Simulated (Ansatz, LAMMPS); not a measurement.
# Liquid (Rb,Li,Na)Br at 1000 K (90 atoms): support functions against a reference

Wanted: errors and times of a linear-scaling basis for liquid (Rb,Li,Na)Br at 1000 K (90 atoms). A setting counts as converged where the r.m.s. difference of forces stays under 1 % of the r.m.s. force.

Program: Ansatz 0.2.0. Level of theory: Kohn-Sham DFT, PBE, PAW (set soft_2), plane waves. Values are calculated unless marked as measured.

## 1. Starting point

The cell holds 90 atoms: 12 Rb, 10 Li, 23 Na and 45 Br. Cell: a = 14.887 Å, b = 14.887 Å, c = 14.887 Å, α = 90.0°, β = 90.0°, γ = 90.0°. 90 atoms (12 Rb, 10 Li, 23 Na, 45 Br) placed at random at 2.63 g/cm³, melted at 1800 K for 10 ps at fixed volume with the Lennard-Jones and Coulomb ion parameters for SPC/E (Joung and Cheatham, J. Phys. Chem. B 112, 9020 (2008)), full charges. Snapshot at the end of a hold of 20 ps at 1000 K and fixed volume.

What the set-up can't give: The starting topology of bonds comes from the classical model, and needn't be the one that DFT or experiment would give. The ion parameters were fitted for water, not for melts, so the starting structure of this cell may lie well off the real melt's. The Brillouin zone is sampled at Γ only, in a cell whose shortest periodic width is 15 Å.

## 2. How the cell was made

A classical potential makes the cell, at a small fraction of what the same run would cost in DFT.

This step: classical MD, Lennard-Jones and Coulomb ion parameters for SPC/E (Joung and Cheatham, J. Phys. Chem. B 112, 9020 (2008)), full charges (LAMMPS 22 Jul 2025 - Update 4).

Input file in.lmp:

```
# melt-quench of Rb12Li10Na23Br45
units metal
atom_style charge
boundary p p p
region box block 0 14.8869 0 14.8869 0 14.8869
create_box 4 box
mass 1 85.4678   # Rb
mass 2 6.9400   # Li
mass 3 22.9898   # Na
mass 4 79.9040   # Br
create_atoms 1 random 12 804100 NULL overlap 2.2 maxtry 2000
create_atoms 2 random 10 804107 NULL overlap 2.2 maxtry 2000
create_atoms 3 random 23 804114 NULL overlap 2.2 maxtry 2000
create_atoms 4 random 45 804121 NULL overlap 2.2 maxtry 2000
pair_style lj/cut/coul/long 9.0
pair_modify mix arithmetic tail yes
pair_coeff 1 1 0.019302 3.0950   # Rb
pair_coeff 2 2 0.014602 1.4094   # Li
pair_coeff 3 3 0.015292 2.1595   # Na
pair_coeff 4 4 0.001169 4.9017   # Br
set type 1 charge 1
set type 2 charge 1
set type 3 charge 1
set type 4 charge -1
kspace_style pppm 1.0e-4
neigh_modify delay 0 every 1 check yes
thermo_style custom step time temp pe press density
thermo_modify norm yes
timestep 0.002
thermo 100
min_style cg
minimize 1e-4 1e-4 200 2000
reset_timestep 0
velocity all create 1800 804101 mom yes dist gaussian
# [... 14 lines left out ...]
compute msd all msd com yes
thermo 2500
fix md all nvt temp 1000 1000 0.2
run 10000 post no
print "== T1000: mean square displacement over the hold $(c_msd[4]:%.2f) A^2"
unfix md
uncompute msd
write_dump all custom T1000.dump id type xs ys zs modify sort id
```

Launch:

```console
> lmp -in in.lmp -log none -nocite
```

The program printed:

```text
LAMMPS (22 Jul 2025 - Update 4)
Created orthogonal box = (0 0 0) to (14.8869 14.8869 14.8869)
Created 12 atoms
Created 10 atoms
Created 23 atoms
Created 45 atoms
PPPM initialization ...
  G vector (1/distance) = 0.30751707
  grid = 10 10 10
  estimated relative force accuracy = 7.3177817e-05
   Step          Time           Temp          PotEng         Press         Density
         0   0              0              3.2576676      911246.07      2.6270101
       100   0.2            0             -3.7257684      1079.6807      2.6270101
       110   0.22           0             -3.7314858      2332.1466      2.6270101
Loop time of 0.0252267 s on 1 MPI rank(s) for 110 steps with 90 atoms
Minimization stats:
  Stopping criterion = energy tolerance
  Energy initial, next-to-last, final =
      3.25766759471774   -3.7311480112344  -3.73148577359702
  Force two-norm initial, final = 712.09635 0.44392115
  Iterations, force evaluations = 110 135
   Step          Time           Temp          PotEng         Press         Density
         0   0              1800          -3.7314858      9036.1378      2.6270101
       500   1              1588.0311     -3.5487877      15892.42       2.6270101
      1000   2              1640.7107     -3.5132752      15078.543      2.6270101
Loop time of 0.158438 s on 1 MPI rank(s) for 1000 steps with 90 atoms
   Step          Time           Temp          PotEng         Press         Density
      1000   2              1640.7107     -3.5132752      15078.543      2.6270101
      1666   3.332          1646.5794     -3.5332698      23001.123      2.6270101
      2499   4.998          1803.6883     -3.5050479      18396.357      2.6270101
      3332   6.664          1731.8449     -3.5113699      15519.777      2.6270101
      4165   8.33           1692.269      -3.5172923      18642.476      2.6270101
      4998   9.996          2078.5362     -3.4948882      24251.584      2.6270101
[... 2 lines left out ...]
Loop time of 0.805044 s on 1 MPI rank(s) for 5000 steps with 90 atoms
   Step          Time           Temp          PotEng         Press         Density
[... 5 lines left out ...]
Loop time of 0.479895 s on 1 MPI rank(s) for 2500 steps with 90 atoms
   Step          Time           Temp          PotEng         Press         Density
[... 2 lines left out ...]
     12500   25             984.78416     -3.622282       9190.7383      2.6270101
     15000   30             972.17759     -3.6124792      7258.3364      2.6270101
     17500   35             996.15946     -3.6295667      4466.4014      2.6270101
     18500   37             850.85847     -3.639484       9247.1425      2.6270101
Loop time of 1.53955 s on 1 MPI rank(s) for 10000 steps with 90 atoms
== T1000: mean square displacement over the hold 22.06 A^2
```

The job ended after 3.1 s (1 thread of Intel Xeon 6975P-C (Granite Rapids), shared host; peak memory 0.068 GiB).

## 3. Plane-wave single point

The first run fixes the reference, at a cutoff of 420 eV.

Input file input.yaml:

```yaml
crystal:
  lattice:
    - [14.8869, 0.0, 0.0]
    - [0.0, 14.8869, 0.0]
    - [0.0, 0.0, 14.8869]
  atoms:
    - { symbol: Rb, position: [0.16166, 0.10016, 0.36323] }
    - { symbol: Rb, position: [0.52183, 0.75683, 0.19443] }
    - { symbol: Rb, position: [0.48078, 0.32938, 0.40648] }
    - { symbol: Rb, position: [0.11025, 0.42175, 0.83598] }
    - { symbol: Rb, position: [0.06746, 0.99652, 0.6871] }
    - { symbol: Rb, position: [0.91521, 0.09008, 0.108] }
    - { symbol: Rb, position: [0.52243, 0.77419, 0.4666] }
    - { symbol: Rb, position: [0.23029, 0.79095, 0.30311] }
    - { symbol: Rb, position: [0.70549, 0.01056, 0.72335] }
    - { symbol: Rb, position: [0.64521, 0.4735, 0.20235] }
    - { symbol: Rb, position: [0.8037, 0.46959, 0.77233] }
    - { symbol: Rb, position: [0.1441, 0.8671, 0.00954] }
    - { symbol: Li, position: [0.38921, 0.01528, 0.20298] }
    - { symbol: Li, position: [0.86521, 0.72252, 0.70665] }
    - { symbol: Li, position: [0.05863, 0.70754, 0.5305] }
    - { symbol: Li, position: [0.2926, 0.20563, 0.60783] }
    - { symbol: Li, position: [0.04624, 0.41697, 0.23798] }
    - { symbol: Li, position: [0.3314, 0.39058, 0.86472] }
    - { symbol: Li, position: [0.81312, 0.98845, 0.48766] }
    - { symbol: Li, position: [0.89701, 0.26691, 0.2933] }
    - { symbol: Li, position: [0.83817, 0.36994, 0.04616] }
    - { symbol: Li, position: [0.59998, 0.55541, 0.50238] }
    - { symbol: Na, position: [0.11995, 0.17894, 0.0405] }
    - { symbol: Na, position: [0.39805, 0.83645, 0.88164] }
    - { symbol: Na, position: [0.3084, 0.10751, 0.8515] }
    - { symbol: Na, position: [0.66664, 0.08848, 0.22608] }
    - { symbol: Na, position: [0.23996, 0.58162, 0.12403] }
    - { symbol: Na, position: [0.13372, 0.66284, 0.78015] }
    - { symbol: Na, position: [0.47147, 0.07731, 0.48512] }
    - { symbol: Na, position: [0.07192, 0.33859, 0.58148] }
    - { symbol: Na, position: [0.38685, 0.63072, 0.66065] }
    - { symbol: Na, position: [0.55508, 0.54312, 0.94677] }
    - { symbol: Na, position: [0.93535, 0.88176, 0.28875] }
    - { symbol: Na, position: [0.55602, 0.34102, 0.70914] }
    - { symbol: Na, position: [0.86792, 0.48926, 0.4756] }
    - { symbol: Na, position: [0.62081, 0.18066, 0.93279] }
    - { symbol: Na, position: [0.79671, 0.24678, 0.57386] }
    - { symbol: Na, position: [0.9794, 0.6372, 0.22419] }
    - { symbol: Na, position: [0.36833, 0.31874, 0.07867] }
    - { symbol: Na, position: [0.24869, 0.51672, 0.43468] }
    - { symbol: Na, position: [0.30857, 0.89285, 0.65179] }
    - { symbol: Na, position: [0.90282, 0.15656, 0.84093] }
    - { symbol: Na, position: [0.86238, 0.69723, 0.98513] }
    - { symbol: Na, position: [0.65435, 0.90049, 0.9735] }
    - { symbol: Na, position: [0.61393, 0.70587, 0.7592] }
    - { symbol: Br, position: [0.97174, 0.29451, 0.97651] }
    - { symbol: Br, position: [0.86757, 0.08629, 0.62667] }
    - { symbol: Br, position: [0.05519, 0.53798, 0.57963] }
    - { symbol: Br, position: [0.74932, 0.52723, 0.00186] }
    - { symbol: Br, position: [0.39945, 0.48212, 0.18151] }
    - { symbol: Br, position: [0.77118, 0.07187, 0.94308] }
    - { symbol: Br, position: [0.83077, 0.7966, 0.15448] }
    - { symbol: Br, position: [0.32604, 0.76848, 0.11278] }
    - { symbol: Br, position: [0.65845, 0.01202, 0.51479] }
    - { symbol: Br, position: [0.07651, 0.05712, 0.90101] }
    - { symbol: Br, position: [0.44046, 0.55376, 0.47637] }
    - { symbol: Br, position: [0.71171, 0.25489, 0.13792] }
    - { symbol: Br, position: [0.56998, 0.51772, 0.72622] }
    - { symbol: Br, position: [0.55955, 0.96618, 0.12239] }
    - { symbol: Br, position: [0.32056, 0.54114, 0.81583] }
    - { symbol: Br, position: [0.25684, 0.04638, 0.5904] }
    - { symbol: Br, position: [0.40003, 0.18204, 0.2651] }
    - { symbol: Br, position: [0.2353, 0.27652, 0.75079] }
    - { symbol: Br, position: [0.23437, 0.39906, 0.00046] }
    - { symbol: Br, position: [0.46741, 0.79362, 0.70864] }
    - { symbol: Br, position: [0.78045, 0.60863, 0.60623] }
    - { symbol: Br, position: [0.96107, 0.32134, 0.4291] }
    - { symbol: Br, position: [0.21528, 0.85515, 0.80474] }
    - { symbol: Br, position: [0.75353, 0.80907, 0.8216] }
    - { symbol: Br, position: [0.45791, 0.22004, 0.61271] }
    - { symbol: Br, position: [0.26131, 0.75824, 0.5282] }
    - { symbol: Br, position: [0.94275, 0.32756, 0.7146] }
    - { symbol: Br, position: [0.41543, 0.95509, 0.3632] }
    - { symbol: Br, position: [0.95854, 0.64346, 0.82856] }
    - { symbol: Br, position: [0.71656, 0.26765, 0.77105] }
    - { symbol: Br, position: [0.30354, 0.09484, 0.05308] }
    - { symbol: Br, position: [0.50474, 0.04059, 0.82868] }
    - { symbol: Br, position: [0.05018, 0.23306, 0.22954] }
    - { symbol: Br, position: [0.82092, 0.03769, 0.32493] }
    - { symbol: Br, position: [0.23643, 0.32548, 0.49901] }
    - { symbol: Br, position: [0.68299, 0.38518, 0.47955] }
    - { symbol: Br, position: [0.09459, 0.93998, 0.20154] }
    - { symbol: Br, position: [0.96642, 0.82982, 0.60266] }
    - { symbol: Br, position: [0.88964, 0.46029, 0.22963] }
    - { symbol: Br, position: [0.54456, 0.7362, 0.95108] }
    - { symbol: Br, position: [0.06427, 0.6409, 0.05524] }
    - { symbol: Br, position: [0.64771, 0.6441, 0.37463] }
    - { symbol: Br, position: [0.49194, 0.35326, 0.93442] }
    - { symbol: Br, position: [0.14179, 0.54466, 0.28306] }
    - { symbol: Br, position: [0.02614, 0.73672, 0.37031] }
kpoints:
  mp_grid: { grid: [1, 1, 1] }
hamiltonian:
  xc: pbe
scf:
  occupations: { method: fixed }
output:
  forces: true
  stress: true
  populations: true
  dos:
    method: { smearing: { sigma: 0.15 } }
    de: 0.1
    projected: { site_lists: { Br: [Br], Li: [Li], Na: [Na], Rb: [Rb] } }
  eigenvalues: true
  write_density: true
  write_potential: true
  volumetric_format: npy
```

Launch:

```console
> ansatz run input.yaml --threads 4 --pin off --max-ram 8192MiB --backend cpu --events-out ev --progress --plain --runs-dir out
```

The program printed:

```text
Engine: ansatz 0.2.0, x86_64-unknown-linux-gnu
Pseudopotentials: kind: paw
Pseudopotential: Rb, paw, valence charge 9, recommended cutoff 420 eV (normal), Rb.paw.azcp
Pseudopotential: Li, paw, valence charge 3, recommended cutoff 420 eV (normal), Li.paw.azcp
Pseudopotential: Na, paw, valence charge 9, recommended cutoff 420 eV (normal), Na.paw.azcp
Pseudopotential: Br, paw, valence charge 7, recommended cutoff 420 eV (normal), Br.paw.azcp
[... 5 lines on functional and potentials left out ...]
Crystal: 90 atoms, lattice volume = 3299.232 Å³
Basis set: ecut = 420 eV, 64373 PW (Γ), exchange–correlation on 200×200×200 points (8 copies of the dense FFT grid, shifted against one another)
Bands: 420, of which v1, the nominal top of the filled ones, is band 330 counted from 1 (329 counted from 0)
Symmetry: 1 space group operations
Space group: P1 (ITA 1), of the structure as read, at distance tolerance 1.5e-4 Å
k-points: 1
[... 9 lines on functional and potentials left out ...]
Initial density: superposition of atomic densities (neutral atoms: chi_scale 0, normalization atom), corrected by the library's trained network
Initial wavefunctions: pseudopotential atomic-orbital guess
Functional: x = pbe(κ = 0.804, μ = 0.219515), c = pbe(β = 0.066725)
SCF iter   1: F=—  HF=-200819.253932 eV  |F-HF|=—  |Δ(HF+E_count)|=         —  Δρ=6.49e-4  dr2=7.05e-2  ethr=1.77e-3  ⟨swp⟩=6.0  Hψ=1338  notcnv=0  defer=87
preconditioner: auto → Resta (q_TF=auto, 2.086 Å⁻¹)  ε∞=2.4  [insulator: Δε(μ)=3.230 eV  Ē_g=11.167 eV  n_scr=484 (ndim 8)  ℏωp=13.4 eV  f_vac=0.174  ε∞_Penn≈2.4]
SCF iter   2: F=—  HF=-200819.250277 eV  |F-HF|=—  |Δ(HF+E_count)|=   3.66e-3  Δρ=3.35e-4  dr2=1.64e-2  ethr=1.07e-5  ⟨swp⟩=4.0  Hψ=985  notcnv=0  defer=88
SCF iter   3: F=—  HF=-200819.247162 eV  |F-HF|=—  |Δ(HF+E_count)|=   3.11e-3  Δρ=1.42e-4  dr2=1.90e-3  ethr=2.48e-6  ⟨swp⟩=3.0  Hψ=504  notcnv=0  defer=88
SCF iter   4: F=—  HF=-200819.247038 eV  |F-HF|=—  |Δ(HF+E_count)|=   1.25e-4  Δρ=4.68e-5  dr2=1.63e-4  ethr=2.87e-7  ⟨swp⟩=2.0  Hψ=530  notcnv=0  defer=88
SCF iter   5: F=—  HF=-200819.247112 eV  |F-HF|=—  |Δ(HF+E_count)|=   7.48e-5  Δρ=1.37e-5  dr2=1.07e-5  ethr=2.48e-8  ⟨swp⟩=2.0  Hψ=602  notcnv=0  defer=88
SCF iter   6: F=—  HF=-200819.244112 eV  |F-HF|=—  |Δ(HF+E_count)|=   3.00e-3  Δρ=5.41e-6  dr2=8.87e-7  ethr=1.63e-9  ⟨swp⟩=2.0  Hψ=750  notcnv=0  defer=87
SCF iter   7: F=-200819.244112 eV  HF=-200819.244112 eV  |F-HF|=8.73e-8  |Δ(HF+E_count)|=   4.78e-7  Δρ=1.52e-6  dr2=8.36e-8  ethr=1.52e-11  ⟨swp⟩=27.0  Hψ=4658  notcnv=0
SCF 1 converged in 7 iterations: F = -200819.244112 eV  dr2 = 8.36e-8
  greatest PAW one-centre occupation: 1.000 electrons in one spin orbital (limit 2), on the Li atom at site 21 (counted from 0), in its partial waves of l = 0
WARN: The input density's exchange-correlation potential varies sharply where the density is thin. Do not read a vacuum level from v_tot or v_xc, or from such a field of the output density. On a cell that repeats whose density bears no net charge and no dipole along the vacuum's axis use v_es (v_loc + v_h of the components); [...]
SCF converged after 7 iterations
Free energy (F): -200819.244112 eV
Harris-Foulkes:  -200819.244112 eV  (|F-HF|=8.73e-8)
Internal energy: -200819.244112 eV  (E = F + TS)
E sigma→0 (E₀):  -200819.244112 eV
Fermi energy:    0.407454 eV
--- Per-component energies (eV) ---
  E_band       = -8794.816876
  E_kinetic    = 11330.222198
  E_local      = -57795.801162  (includes V_loc(G=0)·N_el)
  E_nonlocal   = 7552.189488
  E_hartree    = 19877.052645
  E_xc         = -14501.455172
  E_vxc        = -7627.570466  (∫ρ·V_xc dr)
  E_paw        = -138775.374637  (= ΣΔE_a)
  E_vpaw       = -2007.981538  (= ΣTr[D̂ρ^β])
  E_aug_tail   = -0.000552  (compensation charges beyond the density's cutoff)
  E_ewald      = -28506.076920
  E_smearing   = -0.000000  (= −TS)
  E_closure    = -0.000000  (closes the sum)
  Σ components = -200819.244112   (vs F -200819.244112, Δ=0.00e0)
--- Forces (eV/Å), atoms counted from 1 ---
  atom   1  Rb     0.30727416     0.10310872     0.05808235
  atom   2  Rb     0.33915289    -0.06970497    -0.08470301
  atom   3  Rb    -0.32603478     0.19219206     0.03969623
  atom   4  Rb    -0.73924671     0.34050637    -0.10454911
  atom   5  Rb    -0.08700591     0.08088287     0.14724999
  atom   6  Rb    -0.04611873    -0.18832488    -0.00232243
  atom   7  Rb    -0.41813074     0.65479184     0.45372179
  atom   8  Rb    -0.08518568     0.01952742     0.27416890
  atom   9  Rb    -0.61957412    -0.16596181     0.55290226
  atom  10  Rb     0.04175922     0.00168412     0.15821044
  atom  11  Rb    -0.23166215     0.34996673     0.29236713
  atom  12  Rb    -0.04843999    -0.19946039     0.04460279
  atom  13  Li     0.31481091     0.46185344    -0.20536682
  atom  14  Li     0.10701429     0.05501122    -0.10874785
[...]
atom  89  Br     0.20949001    -0.31653911     0.06046085
  atom  90  Br    -0.22812002     0.26851756     0.23580764
  max |Σ_I F_I| component: 8.67e-5 eV/Å
--- Stress (GPa, compression-positive) ---
        0.135984      -0.063225      -0.286870
       -0.063226      -0.126819       0.057307
       -0.286870       0.057307       0.220127
  P = ⅓ Tr σ = 0.0764 GPa (0.764 kbar)
--- Band table (eV) ---
  k-point 0: bands = ["-50.8785", "-50.5982", "-50.5947", "-50.4600", [... 404 levels ...], "7.5792", "7.6192", "7.6301", "7.6649", "7.6679", "7.7039", "7.7160", "7.7333", "7.7682", "7.7847", "7.8015", "7.8550"]
--- Löwdin populations: 90 sites ---
  site symbol       q [e]
     0     Rb      8.2210
     1     Rb      8.2341
     2     Rb      8.2403
[...]
89     Br      7.6340
  spilling = 0.003408 (of n_electrons = 660.000000)
```

Run time: 24 s. Hardware: 4 threads of Intel Xeon 6975P-C (Granite Rapids), shared host; peak memory 3.9 GiB.

In the SCF lines HF is the Harris–Foulkes energy and dr2 the Hartree energy of the density residual, in eV; the loop may stop once dr2 is under the threshold and the program's other checks hold. Hψ counts applications of the Hamiltonian.

The program notes that the exchange-correlation potential is rough where the density is thin.

The run gave:

| Item | Value |
| --- | --- |
| free energy | -200819.2441 eV |
| free energy per atom | -2231.3249 eV/atom |
| SCF cycles | 7 |
| pressure | 0.07643 GPa |
| r.m.s. force component | 0.2604 eV/Å |
| longest force | 0.8997 eV/Å |
| Fermi energy | 0.4075 eV |
| gap (highest filled to lowest empty level) | 3.238 eV |
| spilling of the projection | 0.003408 |

The r.m.s. force component of 0.26 eV/Å sets the scale for the differences below.

[end of part 1 of 3]

[Long decimals in the printed logs are rounded to 6 places.]

[Logs are printed without paths, hosts, clocks, repeated set-up lines and the standing remarks that a program may print on its own settings, such as how far it seeks lower states.]

[Hosts, paths, dates, database ids (printed as entryN), source tags and the programs' standing remarks are cut or masked in the printed files.]
